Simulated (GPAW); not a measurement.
# Ballistic transport through thiophene-2,5-dithiol between two Pt chains, from relaxation to T(E), part 3 of 3

Aim: the conductance of thiophene-2,5-dithiol between two Pt chains after relaxation, and whether geometry, basis or functional moves it most.

GPAW 26.7.0; GPAW LCAO, PAW setups; relaxation of the junction within the symmetry of its start, lead ends held (the session's first sound run).

So far, transmission at the Fermi level (one spin): step 3 (GPAW, dzp, PBE, GPAW) 0.259; step 4 (basis szp(dzp), PBE, GPAW) 0.772; step 5 (basis sz(dzp), PBE, GPAW) 0.873; step 6 (revPBE) 0.275; step 7 (the structure as built: geometry = "as built", PBE, GPAW) 0.643.

### 10. Functional LDA, SCF mesh 1×1×1

The functional moves levels against the Fermi level. The SCF mesh sets the Fermi level of the repeated cell.

This step: GPAW LCAO, PAW setups; Landauer transmission from Green's functions with principal layers (ASE), zero bias (GPAW 26.7.0).

run.py

```python
import json
import numpy as np
from ase import Atoms
from ase.transport.calculators import TransportCalculator
from gpaw import GPAW, FermiDirac
from gpaw.lcao.tools import get_lcao_hamiltonian
from scipy.linalg import eigh

# The junction with lead layers at both ends, along the third cell vector
device = Atoms(
    ['Pt', 'Pt', 'Pt', 'Pt', 'Pt', 'Pt', 'Pt', 'Pt', 'S', 'H', 'C', 'C', 'S', 'C', 'C', 'H', 'S', 'Pt', 'Pt', 'Pt', 'Pt', 'Pt', 'Pt', 'Pt', 'Pt'],
    positions=[
        [8.17184, 4.50000, 1.20000],
        [8.17184, 4.50000, 3.60000],
        [8.17184, 4.50000, 6.00000],
        [8.17184, 4.50000, 8.40000],
        [8.17184, 4.50000, 10.80000],
        [8.17184, 4.50000, 13.20000],
        [8.17184, 4.50000, 15.60000],
        [8.32446, 4.50000, 18.06790],
        [10.50144, 4.50000, 18.30827],
        [13.08395, 4.50000, 19.92794],
        [10.86331, 4.50000, 19.98575],
        [12.16920, 4.50000, 20.54857],
        [9.63809, 4.50000, 21.24877],
        [12.16920, 4.50000, 21.94897],
        [10.86331, 4.50000, 22.51179],
        [13.08395, 4.50000, 22.56960],
        [10.50144, 4.49999, 24.18926],
        [8.32446, 4.50000, 24.42964],
        [8.17184, 4.50000, 26.89754],
        [8.17184, 4.50000, 29.29754],
        [8.17184, 4.50000, 31.69754],
        [8.17184, 4.50000, 34.09754],
        [8.17184, 4.50000, 36.49754],
        [8.17184, 4.50000, 38.89754],
        [8.17184, 4.50000, 41.29754]],
    cell=[[16.34368, 0.0, 0.0], [0.0, 9.0, 0.0], [0.0, 0.0, 42.49754]],
    pbc=True)

# One principal layer of the lead: the first 5 atoms of the device
lead = Atoms(
    ['Pt', 'Pt', 'Pt', 'Pt', 'Pt'],
    positions=[
        [8.17184, 4.50000, 1.20000],
        [8.17184, 4.50000, 3.60000],
        [8.17184, 4.50000, 6.00000],
        [8.17184, 4.50000, 8.40000],
        [8.17184, 4.50000, 10.80000]],
    cell=[[16.34368, 0.0, 0.0], [0.0, 9.0, 0.0], [0.0, 0.0, 12.0]],
    pbc=True)

settings = dict(mode='lcao', basis='dzp', xc='LDA', h=0.2,
                occupations=FermiDirac(0.1), maxiter=250,
                mixer=dict(beta=0.1, nmaxold=8, weight=100.0),
                convergence=dict(density=0.0001))
energies = np.arange(-2, 2 + 1e-9, 0.025)
eta = 0.0001
n1, n2 = 1, 1
# k and -k transmit alike, so half of the mesh across the current serves
mesh = [(i, j) for i in range(n1) for j in range(n2) if (i, j) <= (-i % n1, -j % n2)]
weights = np.array([1 if (i, j) == (-i % n1, -j % n2) else 2 for i, j in mesh]) / (n1 * n2)


def ground_state(atoms, size, txt):
    atoms.calc = GPAW(kpts={'size': size, 'gamma': True}, symmetry={'tolerance': 1e-3}, txt=txt, **settings)
    atoms.get_potential_energy()
    return atoms.calc.get_fermi_level()


def blocks(atoms, fermi, points, nz, cells):
    """H - E_F S and S between cell 0 and the cells above it, at each point across the current."""
    kz = np.arange(nz) / nz
    calc = atoms.calc.fixed_density(kpts=[(*k, z) for k in points for z in kz], symmetry='off', txt=None)
    H, S = get_lcao_hamiltonian(calc)
    H = (H - fermi * S).reshape(len(H), len(points), nz, *S.shape[1:])
    S = S.reshape(H.shape[1:])
    phases = [np.exp(-2j * np.pi * kz * R) / nz for R in cells]
    return [(np.einsum('skzij,z->ksij', H, p), np.einsum('kzij,z->kij', S, p)) for p in phases]


def pair(a, b):
    return np.block([[a, b], [b.T.conj(), a]])


def count_channels(h, s, cells, nk=240):
    """Half the number of times that the lead's bands cross each energy, unfolded to its shortest repeat."""
    b = len(h) // cells
    bands = []
    for k in (np.arange(nk + 1) + 0.5) / nk:
        hk, sk = h[:b, :b].copy(), s[:b, :b].copy()
        for R in range(1, cells):
            phase, block = np.exp(2j * np.pi * k * R), slice(R * b, (R + 1) * b)
            hk += h[:b, block] * phase + (h[:b, block] * phase).T.conj()
            sk += s[:b, block] * phase + (s[:b, block] * phase).T.conj()
        w, u = eigh(sk)
        x = u[:, w > 1e-5] / w[w > 1e-5]**0.5  # drop near-dependent combinations
        bands.append(np.r_[eigh(x.T.conj() @ hk @ x, eigvals_only=True), [1e9] * (w <= 1e-5).sum()])
    below = np.array(bands)[:, :, None] < energies
    return (below[1:] != below[:-1]).sum((0, 1)) / 2


fermi_lead = ground_state(lead, (1, 1, 10), 'lead.txt')
fermi_device = ground_state(device, (1, 1, 1), 'device.txt')
T, channels, eigen, tail, misfit, shifts = [], [], [], 0.0, 0.0, []
for first in range(0, len(mesh), 177):
    points = [(i / n1, j / n2) for i, j in mesh[first:first + 177]]
    (H0k, S0k), (H1k, S1k), (H2k, _) = blocks(lead, fermi_lead, points, 5, range(3))
    [(Hk, Sk)] = blocks(device, fermi_device, points, 2, [0])
    tail = max(tail, abs(H2k).max())
    for H0, S0, H1, S1, H, S in zip(H0k, S0k, H1k, S1k, Hk, Sk):
        n = len(S0)
        # Shift the lead onto the potential of the device's first layer
        shift = ((H[:, 0, 0] - H0[:, 0, 0]) / S0[0, 0]).real.mean()
        shifts.append(shift)
        misfit = max(misfit, abs(H[:, :n, :n] - H0 - shift * S0).max())
        Tk, Ck, Ek = [], [], []
        for s in range(len(H)):
            t = s % len(H0)  # a lead without moments serves both spins
            h1, s1 = pair(H0[t] + shift * S0, H1[t] + shift * S1), pair(S0, S1)
            leads = dict(h1=h1, s1=s1, energies=energies, eta=eta, eta1=eta, eta2=eta)
            calc = TransportCalculator(h=H[s], s=S, eigenchannels=3, **leads)
            Tk.append(calc.get_transmission())
            Ek.append(np.sort(calc.eigenchannels_ne, axis=0)[::-1])
            Ck.append(count_channels(h1, s1, 10))
        T.append(Tk)
        channels.append(Ck)
        eigen.append(Ek)
T, channels = np.array(T), np.array(channels)
mean, open_channels = np.einsum('kse,k->se', T, weights), np.einsum('kse,k->se', channels, weights)

print(f'basis functions: device {len(S)}, principal layer {n}')
print(f'Fermi level: lead {fermi_lead:.4f} eV, device {fermi_device:.4f} eV; lead shifted by {np.mean(shifts):.4f} eV')
print(f'largest coupling past the next layer {tail:.2e} eV, largest misfit of the first layer {misfit:.3f} eV')
print('  E-E_F (eV)   ' + 'T (one spin)  channels')
for e, t, c in zip(energies, mean.T, open_channels.T):
    print(f'{e:10.3f}  ', *[f'{x:11.4e}' for x in t], *[f'{x:9.4f}' for x in c])

kT = 8.617333e-5 * 300
fine = np.linspace(energies[0], energies[-1], 4001)
both = np.exp(np.interp(fine, energies, np.log(np.maximum(mean.sum(0) * 2 / len(mean), 1e-30))))
fermi = lambda mu: 1 / (1 + np.exp(np.clip((fine - mu) / kT, -200, 200)))
slope = fermi(0) * (1 - fermi(0)) / kT
G = np.trapezoid(both * slope, fine) / 2
seebeck = -np.trapezoid(both * slope * fine, fine) / (2 * G * 300) * 1e6
print(f'conductance at 300 K: {G:.5g} G0 a cell; thermopower {seebeck:.4g} uV/K')
bias = [0.1, 0.2, 0.5, 1.0, 1.5, 2.0]
current = [38.74 * np.trapezoid(both * (fermi(V / 2) - fermi(-V / 2)), fine) for V in bias]
for V, I in zip(bias, current):
    print(f'current from the zero-bias T(E) at {V} V: {I:.5g} uA')
zero = abs(energies).argmin()
json.dump(dict(energies=energies.tolist(), T=mean.tolist(), channels=open_channels.tolist(), G=G, seebeck=seebeck,
               bias=bias, current=current, tail=tail, misfit=misfit, shift=np.mean(shifts), n_device=len(S), n_lead=n,
               fermi=[fermi_lead, fermi_device], energy=device.get_potential_energy(),
               moments=device.get_magnetic_moments().tolist(), mesh=mesh, weights=weights.tolist(),
               T_k=T[:, :, zero].tolist(), eigen=np.array(eigen[0]).tolist()), open('result.json', 'w'))
```

Started as:

```
$ OMP_NUM_THREADS=1 OPENBLAS_NUM_THREADS=1 python run.py
```

Log:

```text
basis functions: device 533, principal layer 135
Fermi level: lead -5.4653 eV, device -4.9875 eV; lead shifted by -0.0050 eV
largest coupling past the next layer 8.32e-06 eV, largest misfit of the first layer 0.204 eV
  E-E_F (eV)   T (one spin)  [channel counts left out]
    -2.000    3.3800e-02
    -1.975    2.9004e-02
    -1.950    2.6580e-02
    -1.925    2.4414e-02
    -1.900    2.2406e-02
    -1.875    2.0560e-02
    -1.850    1.8876e-02
    -1.825    1.7348e-02
    -1.800    1.5966e-02
    -1.775    1.4719e-02
    -1.750    1.3596e-02
    -1.725    1.2591e-02
    -1.700    1.1698e-02
    -1.675    1.0920e-02
    -1.650    1.0276e-02
    -1.625    9.8359e-03
[...]
1.825    3.5131e-01
     1.850    3.5608e-01
     1.875    3.6105e-01
     1.900    3.6625e-01
     1.925    3.7169e-01
     1.950    3.7738e-01
     1.975    3.8334e-01
     2.000    3.8957e-01
conductance at 300 K: 0.26644 G0 a cell; thermopower -108.8 uV/K
current from the zero-bias T(E) at 0.1 V: 2.2226 uA
current from the zero-bias T(E) at 0.2 V: 4.9347 uA
current from the zero-bias T(E) at 0.5 V: 9.3503 uA
current from the zero-bias T(E) at 1.0 V: 11.395 uA
current from the zero-bias T(E) at 1.5 V: 12.351 uA
current from the zero-bias T(E) at 2.0 V: 17.765 uA
```

Wall time 3.7 min (1 thread of Arm Neoverse V1, shared host); peak memory 2.3 GiB.

The run finished with changed settings (xc = "LDA" and scf_mesh = [1, 1, 1]); it serves as a test.

The two runs compared:

```csv
quantity,this run,sound run,difference
conductance (G₀),0.26644,0.34382,-0.0774
thermopower (μV/K),-108.84,-96.249,-12.6
largest coupling past the next principal layer (eV),8.322e-6,8.089e-6,2.3e-7
largest misfit of the first principal layer (eV),0.20420,0.19968,0.00452
shift that aligns the lead (eV),-0.0050291,-0.0069445,0.00192
transmission at the Fermi level (one spin),0.18843,0.25857,-0.0701
```

The two runs differ clearly in the transmission at the Fermi level (one spin): 0.188 against 0.259.

### 11. What came out

| Item | Value |
| --- | --- |
| conductance | 0.344 G₀ |
| transmission at the Fermi level, mean of the spins | 0.259 |
| thermopower | -96.2 μV/K |

What this shows: In the dzp basis the junction conducts 0.344 G₀ at 300 K, with T = 0.259 a spin at the Fermi level; no smaller basis tried comes within 10 % of that conductance. Relaxation moved atoms by up to 0.17 Å and took the conductance from 0.480 to 0.344 G₀, as a ratio a smaller change than the step from dzp to the minimal basis. The conductance differs from T at the Fermi level because it averages T(E) over the thermal window, about 0.09 eV wide, in which T changes. At the Fermi level one eigenchannel carries the current (0.25). The negative thermopower says that the thermally weighted transmission is larger above the Fermi level, as for electron-like transport. Measured against the first run (dzp), the nearest curve is that of dzp-revPBE (r.m.s. 0.029) and the farthest that of sz (0.19). Over the compared runs wall time goes from 137 s (sz) to 324 s (dzp-revPBE), on a shared host. The leads kept an estimated spacing and the cell its length, so the junction may be under some tension or compression. The geometry comes from the orbital basis, which tends to overbind, and kept the symmetry of the start, so a structure of lower symmetry may lie lower. The run had no spin polarisation, so a magnetic state, which chains and small molecules with open shells often have, wasn't tested. Spin-orbit coupling is left out, which matters for the heavy atoms here. Semilocal functionals put molecular levels too near the Fermi level, so such conductances usually come out too high, and chain electrodes have a sharper density of states than real ones. Energies count from the junction cell's Fermi level; in the run with T = 0.259 there, the aligned lead's own level lies at -0.0069 eV, where T interpolates to 0.225; the finite cell leaves the answer open by at least that much. An evenly spaced straight chain is an idealisation: free chains tend to dimerise, zigzag or, where a band edge lies near the Fermi level, turn magnetic. The currents use the zero-bias T(E) throughout, which holds only while the bias is small against the distance to the nearest feature.

[Logs are printed without paths, hosts, clocks, repeated set-up lines and the standing remarks that a program may print on its own settings, such as how far it seeks lower states.]

[Hosts, paths, dates, database ids (printed as entryN), source tags and the programs' standing remarks are cut or masked in the printed files.]
